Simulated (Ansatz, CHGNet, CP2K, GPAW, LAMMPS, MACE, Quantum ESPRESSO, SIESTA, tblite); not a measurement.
**Quantum ESPRESSO runs on amorphous 43Bi2O3-57BaO (mol %) (99 atoms)**

Aim: run amorphous 43Bi2O3-57BaO (mol %) (99 atoms) in Quantum ESPRESSO and see how near its forces come to a plane-wave reference, and at what cost.

Method: the method is named at each step, in Quantum ESPRESSO 7.5.

### Step 1. The starting structure

The cell holds 99 atoms: 26 Bi, 17 Ba and 56 O. Its edges and angles: a = 11.971 Å, b = 11.971 Å, c = 11.971 Å, α = 90.0°, β = 90.0°, γ = 90.0°. 99 atoms (26 Gd, 17 Ba, 56 O) placed at random at 7.52 g/cm³, melted at 5000 K for 10 ps at fixed volume with the Morse and Coulomb pair potential with partial charges (Pedone, Malavasi, Menziani, Cormack and Segre, J. Phys. Chem. B 110, 11780 (2006)). Quenched from 5000 K to 300 K at 50 K/ps and fixed volume, held 5 ps, then minimised at fixed cell. Then Gd was replaced by Bi and the cell scaled by 1.02 (the potential has no terms for the new elements, so the cell is a start for a DFT relaxation).

The yardstick, on the same geometry:

* method: Kohn-Sham DFT, PBE, PAW, plane waves (Ansatz 0.2.0); cutoff 420 eV, Γ point, fermi-dirac smearing of 0.05 eV; PAW set soft_2
* r.m.s. force component: 0.5622 eV/Å
* longest force: 2.587 eV/Å
* pressure: 7.369 GPa
* gap (highest filled to lowest empty level): 1.233 eV
* SCF cycles: 12
* time: 55 s on 4 threads of Arm Neoverse V1, shared host
* CPU time: 3.6 min

### Step 2. PBE, sssp-1.3.0-efficiency, 60/480 Ry

Method: Kohn-Sham DFT, PBE, SSSP efficiency 1.3.0 pseudopotentials, plane waves.

Input file pw.in:

```
&control
  calculation = 'scf'
  pseudo_dir = './pseudo'
  outdir = './tmp'
  disk_io = 'none'
  tprnfor = .true.
  tstress = .true.
/
&system
  ibrav = 0
  nat = 99
  ntyp = 3
  ecutwfc = 60
  ecutrho = 480
  nosym = .true.
  occupations = 'smearing'
  smearing = 'fd'
  degauss = 0.003675
/
&electrons
  conv_thr = 5.0e-07
  electron_maxstep = 100
  mixing_beta = 0.4
  mixing_mode = 'plain'
  diagonalization = 'david'
/
ATOMIC_SPECIES
Bi 208.980 Bi.upf
Ba 137.327 Ba.upf
O 15.999 O.upf
CELL_PARAMETERS angstrom
11.97103 0.00000 0.00000
0.00000 11.97103 0.00000
0.00000 0.00000 11.97103
ATOMIC_POSITIONS crystal
Bi 0.24794 0.26875 0.69696
Bi 0.87622 0.99619 0.33400
Bi 0.10444 0.03750 0.78540
Bi 0.09436 0.24244 0.37878
Bi 0.83914 0.91018 0.70848
Bi 0.09163 0.94826 0.50855
Bi 0.81763 0.22633 0.18178
Bi 0.62521 0.24066 0.39900
Bi 0.65763 0.74446 0.90407
Bi 0.59531 0.73503 0.64383
Bi 0.38561 0.10934 0.26082
Bi 0.14180 0.70342 0.31612
Bi 0.17959 0.20996 0.04614
Bi 0.91333 0.21956 0.61763
Bi 0.86818 0.44910 0.38641
Bi 0.62312 0.56092 0.41301
Bi 0.46459 0.95640 0.78671
Bi 0.44308 0.23291 0.98293
Bi 0.90854 0.98683 0.02509
Bi 0.61176 0.01461 0.09971
Bi 0.35122 0.07219 0.54558
Bi 0.83943 0.54663 0.70639
Bi 0.58256 0.42210 0.15714
Bi 0.36899 0.46061 0.49766
Bi 0.71098 0.45769 0.91206
Bi 0.11655 0.49539 0.53527
Ba 0.15163 0.97364 0.19723
Ba 0.03083 0.72788 0.85680
Ba 0.27593 0.74044 0.68676
Ba 0.92547 0.49555 0.12890
Ba 0.12252 0.47254 0.85762
Ba 0.29723 0.86716 0.00550
Ba 0.59244 0.36832 0.65820
Ba 0.90569 0.73416 0.13134
Ba 0.62679 0.98354 0.47939
Ba 0.22759 0.45033 0.20099
Ba 0.39640 0.65084 0.08126
Ba 0.91910 0.26163 0.91715
Ba 0.62486 0.76047 0.22361
Ba 0.67985 0.15176 0.79400
Ba 0.39717 0.78451 0.40486
Ba 0.42388 0.52040 0.84206
Ba 0.88681 0.72015 0.48005
O 0.02253 0.58229 0.67162
O 0.71354 0.37342 0.29896
O 0.78271 0.91237 0.17348
O 0.27456 0.46635 0.67022
O 0.98074 0.35937 0.51180
O 0.27932 0.27362 0.88877
O 0.75793 0.36276 0.06220
O 0.72501 0.20494 0.56106
O 0.63138 0.75074 0.45432
O 0.10113 0.62562 0.14624
O 0.03410 0.88668 0.69082
O 0.52157 0.06844 0.92807
O 0.18253 0.09424 0.62292
[... 39 atom lines left out ...]
O 0.96032 0.09169 0.18520
O 0.23158 0.32438 0.49012
O 0.17386 0.77981 0.49280
O 0.76328 0.51542 0.53227
K_POINTS gamma
```

The run is started by

```sh
> OMP_NUM_THREADS=1 pw.x -in pw.in > output.txt
```

Output:

```text
Program PWSCF
     gamma-point specific algorithms are used
     sticks:   dense  smooth     PW     G-vecs:    dense   smooth      PW
     Sum       19549    9761   2441              2056633   727055   90879
     bravais-lattice index     =            0
     lattice parameter (alat)  =      22.6220  a.u.
     unit-cell volume          =   11576.8701 (a.u.)^3
     number of atoms/cell      =           99
     number of atomic types    =            3
     number of electrons       =       896.00
     number of Kohn-Sham states=          538
     kinetic-energy cutoff     =      60.0000  Ry
     charge density cutoff     =     480.0000  Ry
     scf convergence threshold =      5.0E-07
     mixing beta               =       0.4000
     number of iterations used =            8  plain     mixing
     Exchange-correlation= SLA  PW   PBX  PBC
                           (   1   4   3   4   0   0   0)
     crystal axes: (cart. coord. in units of alat)
               a(1) = (   1.000000   0.000000   0.000000 )
               a(2) = (   0.000000   1.000000   0.000000 )
               a(3) = (   0.000000   0.000000   1.000000 )
     reciprocal axes: (cart. coord. in units 2 pi/alat)
               b(1) = (  1.000000  0.000000  0.000000 )
               b(2) = (  0.000000  1.000000  0.000000 )
               b(3) = (  0.000000  0.000000  1.000000 )
     PseudoPot. # 1 for Bi:
     Pseudo is Ultrasoft + core correction, Zval = 15.0
     PseudoPot. # 2 for Ba:
     Pseudo is Projector augmented-wave + core cor, Zval = 10.0
     PseudoPot. # 3 for O :
     Pseudo is Projector augmented-wave + core cor, Zval =  6.0
     atomic species   valence    mass     pseudopotential
     Bi               15.00   208.98000     Bi( 1.00)
     Ba               10.00   137.32700     Ba( 1.00)
     O                 6.00    15.99900     O ( 1.00)
     No symmetry found
   Cartesian axes
     number of k points=     1  Fermi-Dirac smearing, width (Ry)=  0.0037
                       cart. coord. in units 2pi/alat
        k(    1) = (   0.0000000   0.0000000   0.0000000), wk =   2.0000000
     Dense  grid:  1028317 G-vectors     FFT dimensions: ( 160, 160, 160)
     Smooth grid:   363528 G-vectors     FFT dimensions: ( 120, 120, 120)
     Check: negative core charge=   -0.000001
     Initial potential from superposition of free atoms
     starting charge     869.7098, renormalised to     896.0000
     negative rho (up, down):  1.108E+00 0.000E+00
     Starting wfcs are  543 randomized atomic wfcs
     Self-consistent Calculation
     iteration #  1     ecut=    60.00 Ry     beta= 0.40
     negative rho (up, down):  1.182E+00 0.000E+00
     total energy              =  -14558.25126489 Ry
     estimated scf accuracy    <      32.04479897 Ry
     iteration #  2     ecut=    60.00 Ry     beta= 0.40
     negative rho (up, down):  1.295E+00 0.000E+00
     total energy              =  -14556.58651267 Ry
     estimated scf accuracy    <      51.97380148 Ry
     iteration #  3     ecut=    60.00 Ry     beta= 0.40
     negative rho (up, down):  1.406E+00 0.000E+00
     total energy              =  -14563.87601397 Ry
     estimated scf accuracy    <      45.99174219 Ry
     iteration #  4     ecut=    60.00 Ry     beta= 0.40
     negative rho (up, down):  1.502E+00 0.000E+00
     total energy              =  -14567.80104804 Ry
     estimated scf accuracy    <       2.41440310 Ry
     iteration #  5     ecut=    60.00 Ry     beta= 0.40
     negative rho (up, down):  1.506E+00 0.000E+00
     total energy              =  -14567.91809966 Ry
     estimated scf accuracy    <       0.50209706 Ry
     iteration #  6     ecut=    60.00 Ry     beta= 0.40
[...]
total energy              =  -14567.96762209 Ry
     estimated scf accuracy    <       0.17776616 Ry
[...]
total energy              =  -14567.98252051 Ry
[...]
iteration # 19     ecut=    60.00 Ry     beta= 0.40
[...]
total energy              =  -14567.98252142 Ry
     estimated scf accuracy    <       0.00000431 Ry
     iteration # 20     ecut=    60.00 Ry     beta= 0.40
[...]
total energy              =  -14567.98252160 Ry
     estimated scf accuracy    <       0.00000126 Ry
     iteration # 21     ecut=    60.00 Ry     beta= 0.40
     negative rho (up, down):  1.059E+00 0.000E+00
     End of self-consistent calculation
          k = 0.0000 0.0000 0.0000 ( 45440 PWs)   bands (ev):
   -17.3193 -16.9462 -16.8794 -16.6947 -16.6544 -16.5869 -16.5005 -16.4667
   -16.4377 -16.3742 -16.2662 -16.2603 -16.1676 -16.1104 -16.0519 -16.0438
   -15.8887 -12.3956 -12.3514 -12.3247 -12.3012 -12.2791 -12.2677 -12.2480
   -12.2427 -12.2298 -12.2198 -12.2066 -12.1942 -12.1866 -12.1854 -12.1720
   -12.1696 -12.1672 -12.1648 -12.1609 -12.1508 -12.1446 -12.1399 -12.1341
   -12.1297 -12.1290 -12.1207 -12.1170 -12.1072 -12.1030 -12.0930 -12.0923
[...]
15.2048  15.2529  15.2751  15.3193  15.3424  15.3947  15.4057  15.4636
    15.4853  15.5528  15.5701  15.5792  15.6541  15.6817  15.7217  15.7352
    15.7510  15.7794  15.7971  15.9056  15.9229  15.9341  15.9521  15.9869
    16.0406  16.0644
     the Fermi energy is    11.5783 ev
!    total energy              =  -14567.98252167 Ry
     estimated scf accuracy    <       0.00000031 Ry
     smearing contrib. (-TS)   =      -0.00000092 Ry
     internal energy E=F+TS    =  -14567.98252075 Ry
     The total energy is F=E-TS. E is the sum of the following terms:
     one-electron contribution =   -2050.92222247 Ry
     hartree contribution      =    1669.33093299 Ry
     xc contribution           =   -2446.56487187 Ry
     ewald contribution        =   -4832.11857045 Ry
     one-center paw contrib.   =   -6907.70778895 Ry
     convergence has been achieved in  21 iterations
     negative rho (up, down):  1.059E+00 0.000E+00
     Forces acting on atoms (cartesian axes, Ry/au):
     atom    1 type  1   force =     0.00550936    0.00207133   -0.00430660
     atom    2 type  1   force =     0.01051031    0.00610724   -0.00813538
     atom    3 type  1   force =     0.01545780   -0.01008561   -0.02843294
     atom    4 type  1   force =     0.01201195   -0.00147309   -0.00015240
     atom    5 type  1   force =    -0.01222023    0.00428669   -0.00021965
     atom    6 type  1   force =     0.02144708   -0.01077042   -0.00229061
[...]
atom   97 type  3   force =    -0.01914169   -0.01000264   -0.00172902
     atom   98 type  3   force =     0.03373357   -0.00514534    0.02937512
     atom   99 type  3   force =     0.00027487    0.00314967    0.03575438
     Total force =     0.373871     Total SCF correction =     0.000951
     Computing stress (Cartesian axis) and pressure
     negative rho (up, down):  1.059E+00 0.000E+00
          total   stress  (Ry/bohr**3)                   (kbar)     P=       74.30
   0.00045987  -0.00003823  -0.00006923           67.65       -5.62      -10.18
  -0.00003823   0.00056539  -0.00001024           -5.62       83.17       -1.51
  -0.00006923  -0.00001024   0.00049002          -10.18       -1.51       72.08
     Message from routine punch:
     Nothing written, as per user request (disk_io='none')
```

Wall time 48 min (1 thread of Arm Neoverse V1, shared host); peak memory 5.7 GiB.

Banners, paths, timers and routine set-up lines are dropped from the logs unmarked, and long logs keep their key lines alone; longer cuts are marked.

Numbers from this run, and their distance from the reference:

* r.m.s. force component: 0.5578 eV/Å
* r.m.s. difference of force components: 20.93 meV/Å
* longest difference of force vectors: 93.56 meV/Å
* force difference over r.m.s. force: 3.722 %
* slope of forces against the reference's: 0.9915
* correlation of force components: 0.9993
* gap (highest filled to lowest empty level): 1.232 eV
* gap difference: -0.0005 eV
* pressure: 7.43 GPa
* pressure difference: 0.0615 GPa

Length of the force difference by element (eV/Å):

| element | atoms | mean | most |
| --- | --- | --- | --- |
| Ba | 17 | 0.038 | 0.091 |
| Bi | 26 | 0.017 | 0.038 |
| O | 56 | 0.034 | 0.094 |

Levels nearest the highest filled one (eV from it): -0.95, -0.89, -0.80, -0.72, -0.63, -0.60, -0.56, -0.36, -0.33, -0.30, -0.22, 0.00, 1.23, 1.37, 1.48, 1.57, 1.66, 1.73, 1.76, 1.89, 1.93, 2.01, 2.07, 2.09.

Local excerpt of 13 atoms (numbers count through the whole input) about O64, which has 6 bonded neighbours where the commonest count for O is 5; x, y, z are measured from there.

| atom | x | y | z | distance (Å) | bonds | Fx | Fy | Fz (eV/Å) |
| --- | --- | --- | --- | --- | --- | --- | --- | --- |
| O64 | 0.00 | 0.00 | 0.00 | 0.00 | 6 | -0.13 | -1.54 | -0.33 |
| Bi22 | 0.45 | 2.18 | -0.65 | 2.32 | 6 | 0.14 | -0.01 | -0.22 |
| Bi25 | -1.09 | 1.11 | 1.81 | 2.39 | 6 | -0.14 | 0.15 | 0.66 |
| Ba38 | 1.40 | -1.23 | 1.87 | 2.64 | 7 | 0.50 | -0.22 | -0.50 |
| Bi14 | 1.33 | -1.74 | -1.72 | 2.78 | 6 | 0.14 | 0.02 | -0.09 |
| Ba33 | -2.51 | 0.04 | -1.23 | 2.79 | 7 | 0.41 | 0.17 | -0.54 |
| Ba40 | -1.46 | -2.55 | 0.39 | 2.97 | 7 | -0.16 | -0.82 | 0.63 |
| O83 | 0.92 | 2.32 | 1.75 | 3.05 | 5 | 1.34 | 0.46 | 0.65 |
| O93 | -1.87 | 2.50 | 0.20 | 3.13 | 6 | -1.06 | 0.28 | -1.03 |
| O65 | -2.83 | -0.30 | 1.44 | 3.19 | 5 | -0.56 | -0.41 | -0.67 |
| O51 | -0.92 | -1.91 | -2.39 | 3.20 | 5 | -0.57 | 0.21 | 0.43 |
| O76 | 3.13 | -1.02 | -0.27 | 3.31 | 4 | -0.48 | 0.23 | 0.55 |
| O99 | -0.46 | 1.80 | -2.74 | 3.31 | 5 | 0.01 | 0.08 | 0.92 |

Forces lie 3.7 % from the reference's, at 13 times its CPU time (on 1 against 4 cores).

### Step 3. Summary of results

```yaml
force_difference_from_the_reference: QE PBE, sssp-1.3.0-efficiency, 60/480 Ry, 3.7 %
its_cpu_time: 48 min
```

**Reading.** PBE on plane waves or a grid with other potentials, cutoffs or grids differs from the reference by 3.7 % (QE PBE, sssp-1.3.0-efficiency, 60/480 Ry) of the r.m.s. force; this holds the reference's own error, so differences of a few per cent don't tell which side is nearer the exact PBE result (QE's 60 Ry are 816 eV, against the reference's 420 eV). PBE gaps agree with the reference's 1.23 eV within 0.001 eV. The quench rate of 50 K/ps is many orders above laboratory rates, so the cell is likely richer in defects and strain than a real sample. The network of bonds at the start is that of the classical potential that made the cell, and needn't be the one that DFT or experiment would give. The reference's pressure of 7.4 GPa belongs to a cell and atoms that aren't relaxed at this level. The electronic-structure runs sample only Γ, in a cell whose shortest periodic width is 12 Å. Spin–orbit coupling is left out, which matters for the levels of the heavy elements.

[Also dropped from logs without a mark: logging warnings of Python, and SIESTA's first energy breakdown and zero terms.]

[Logs are printed without paths, hosts, clocks, repeated set-up lines and the standing remarks that a program may print on its own settings, such as how far it seeks lower states.]

[Hosts, paths, dates, database ids (printed as entryN), source tags and the programs' standing remarks are cut or masked in the printed files.]
